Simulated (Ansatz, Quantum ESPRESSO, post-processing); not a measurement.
# W(100) under a row of overlayers, part 2 of 2

Wanted: work-function changes of W(100) along a row of adsorbates.

Quantum ESPRESSO 7.5; plane-wave DFT, PBE, GBRV ultrasoft pseudopotentials; geometry by Ansatz 0.2.0 with PAW datasets.

So far. Step 9 (Projections on atomic orbitals, Ag overlayer): The atomic orbitals miss 0.1 % of the occupied states; for empty states the projections can miss much more. Step 10 (Relaxation with Ansatz, Au overlayer): The relaxation lowers the energy by 14 meV an atom. Held were the atoms numbered 1, 2 and 3; the forces quoted are those on the free ones.

## Step 11: SCF with pw.x, Au overlayer

Level of this step: plane-wave DFT, PBE, GBRV ultrasoft pseudopotentials (Quantum ESPRESSO 7.5).

File Au.esm.in:

```
&control
  prefix = 'Au.esm'
  outdir = './out'
  pseudo_dir = './pseudo'
  calculation = 'scf'
  tprnfor = .true.
/
&system
  ibrav = 0
  nat = 6
  ntyp = 2
  ecutwfc = 40
  ecutrho = 200
  occupations = 'smearing'
  smearing = 'mv'
  degauss = 0.02
  assume_isolated = 'esm'
  esm_bc = 'bc1'
/
&electrons
  conv_thr = 1e-07
  mixing_beta = 0.4
  electron_maxstep = 120
  mixing_mode = 'local-TF'
/
ATOMIC_SPECIES
  W   183.8400  w_pbe_v1.2.uspp.F.UPF
  Au  196.9666  au_pbe_v1.uspp.F.UPF
CELL_PARAMETERS angstrom
  3.16000000000000 0.00000000000000 0.00000000000000
  0.00000000000000 3.16000000000000 0.00000000000000
  0.00000000000000 0.00000000000000 25.32000000000000
ATOMIC_POSITIONS crystal
  W   0.000000000000 0.000000000000 -0.159763152509
  W   0.500000000000 0.500000000000 -0.097361888709
  W   0.000000000000 0.000000000000 -0.034960624809
  W   0.500000000000 0.500000000000 0.027804879653
  W   -0.000000000000 -0.000000000000 0.089149574461
  Au  0.500000000000 0.500000000000 0.159763152509
K_POINTS automatic
  8 8 1 0 0 0
```

The run is started by

```
$ OMP_NUM_THREADS=1 mpirun -n 4 pw.x -nk 4 -in Au.esm.in > Au.esm.out
```

Run time: 2.4 min. Hardware: 4 MPI ranks of Arm Neoverse V2, shared host; peak memory 0.96 GiB.

This step gave:

| Property | Result |
| --- | --- |
| free energy | -12386.2058 eV |
| Fermi energy | -4.589 eV |
| vacuum line at the lower end of the cell, over the Fermi level | 4.233 eV |
| vacuum line at the upper end of the cell, over the Fermi level | 4.945 eV |

The potential energy, planar mean oscillates, so the rows of the table below give means over windows of 1.53 Å about each position, cut where the curve ends. Its maxima inside the range that stand out by 2 % of the span (Å: eV): -3.3: -7.99, -1.6: -8.57, -0.1: -8.41, 1.4: -8.60, 4.1: -0.534. Its minima: -4.0: -10.2, -2.5: -10.7, -0.9: -10.8, 0.7: -10.7, 2.2: -10.7, 4.5: -0.943.

Electrostatic potential energy of an electron; zero at the Fermi level. The potential energy, planar mean by z; means over each step:

```
 z (Å)  potential energy, planar mean (eV)
-11.89                                4.23
-10.37                                4.23
 -8.84                                4.23
 -7.31                                4.18
 -5.78                                2.76
 -4.25                               -7.55
 -2.72                               -9.44
 -1.19                               -9.70
  0.34                               -9.57
  1.87                               -9.56
  3.40                               -3.57
  4.93                                1.40
  6.46                                4.82
  7.99                                4.94
  9.52                                4.94
 11.05                                4.94
```

The covered face stands at 4.94 eV against 4.14 eV when clean.

Inside the slab this potential holds the local part of the pseudopotentials, which can be repulsive at the nuclei; only its value in the vacuum has a meaning of its own.

## Step 12: Projections on atomic orbitals, Au overlayer

File Au.pdos.in:

```
&projwfc
  prefix = 'Au.esm'
  outdir = './out'
  filpdos = 'Au.pdos'
  Emin = -12.589
  Emax = -0.589
  DeltaE = 0.1
  ngauss = 0
  degauss = 0.01
/
```

The run is started by

```
$ OMP_NUM_THREADS=1 mpirun -n 4 projwfc.x -in Au.pdos.in > Au.pdos.out
```

Elapsed: 1.7 s, on 4 MPI ranks; peak memory 0.16 GiB.

This step gave:

```
spilling of the projection : 9.00e-4
```

Projected DOS an atom over height of the atomic layer and energy from the Fermi level. Columns are the atomic layers from the bottom up.

Values in states/eV, 22 rows by 6 columns, each cell a mean:
```
1.55 0.67 0.78 0.55 0.56 0.12
1.92 0.66 1.02 0.67 1.31 0.27
1.43 0.42 0.61 0.43 1.53 0.52
1.88 0.37 0.43 0.36 1.68 0.64
2.37 0.60 0.39 0.58 1.32 0.45
1.27 0.71 0.41 0.86 1.21 0.63
0.88 0.74 0.72 0.76 0.70 0.39
1.22 1.10 1.14 0.98 0.80 0.48
1.37 1.17 1.31 1.22 1.12 0.92
1.23 1.49 1.45 1.43 1.06 0.99
0.98 1.62 1.20 1.55 0.94 1.30
0.32 0.73 1.07 1.12 0.40 1.96
0.98 1.57 1.05 0.82 0.69 6.04
0.74 0.92 0.71 0.54 0.54 2.72
0.34 0.82 1.20 0.92 1.28 3.70
0.29 0.70 0.84 0.74 0.97 2.47
0.28 0.58 0.78 0.78 1.00 1.48
0.14 0.33 0.45 0.48 0.53 0.53
0.09 0.20 0.25 0.27 0.32 0.23
0.05 0.08 0.08 0.09 0.11 0.08
0.09 0.16 0.20 0.21 0.21 0.12
0.03 0.06 0.09 0.09 0.08 0.04
```
Columns: height of the atomic layer (Å) from -4.05 to 4.05 (not evenly spaced); rows upwards: energy from the Fermi level (eV) from -8.00 to 1.50.

The atomic orbitals miss 0.1 % of the occupied states; for empty states the projections can miss much more.

## Step 13: The series side by side

Against the clean face, with Pauling's electronegativity for orientation:

```csv
overlayer,electronegativity,height over the top plane (Å),change of work function (eV),step from Ansatz's dipole (eV)
Ag,1.93,1.89,+0.19,+0.20
Au,2.54,1.79,+0.81,+0.81
```

All levels:

```csv
level,covered face (eV),bare face (eV),"Ansatz, covered face (eV)",dipole by Ansatz (e Å),CPU time (s)
clean,4.136,4.243,4.129,0.006672,279.6
Cu,-,-,4.75,-0.02934,1865
Ag,4.323,4.229,4.316,-0.004419,856.1
Au,4.945,4.233,4.931,-0.03789,581.1
```

## Step 14: By hand

Under Au the faces differ by +0.71 eV. By the Helmholtz relation p = −Δφ A/180.95 = -0.0393 e Å a cell, or -0.19 D; Ansatz's dipole is -0.0379 e Å.

## Step 15: Results

| Quantity | Value |
| --- | --- |
| work function of the clean face | 4.14 eV |
| change under Ag | +0.19 eV |
| change under Au | +0.81 eV |

On a clean face of 4.14 eV the changes run from +0.19 eV (Ag) to +0.81 eV (Au) (PBE, GBRV ultrasoft). Of 4 overlayers planned, 2 are shown; the others were not run or did not converge. The bare face moves by 0.01 eV over the row; it should not move at all, so the changes above are uncertain by about as much. Full 1×1 monolayers on one site are model structures; at this coverage neighbours depolarise each other, and real layers may take other sites or reconstruct. The upper layers were relaxed under PBE at the tabulated lattice constant. Spin-orbit coupling is left out; depending on the atoms that carry the levels of interest, it can split and shift them by tenths of an eV to an eV or more.

Comparison with the measured values:

```
                                                 quantity  measured  PBE, GBRV ultrasoft, clean
work function (clean (100) face, which reconstructs) (eV)      4.65             4.14 (-0.51 eV)
```

Measured values from arxiv:1902.07811 (2019).

**Verdict.** The work function is off by -0.51 eV: a clear miss. The grades are ours: good and fair within 3 and 7 % for the work function. Other measurements of the same face can differ from the value quoted by 0.1 to 0.2 eV.

[Logs are printed without paths, hosts, clocks, repeated set-up lines and the standing remarks that a program may print on its own settings, such as how far it seeks lower states.]

[Hosts, paths, dates, database ids (printed as entryN), source tags and the programs' standing remarks are cut or masked in the printed files.]

[Maps of the electrostatic potential energy from Ansatz leave out the sawtooth potential of an applied field or a dipole correction, so their vacuum need not be flat; planar profiles and work functions include it.]
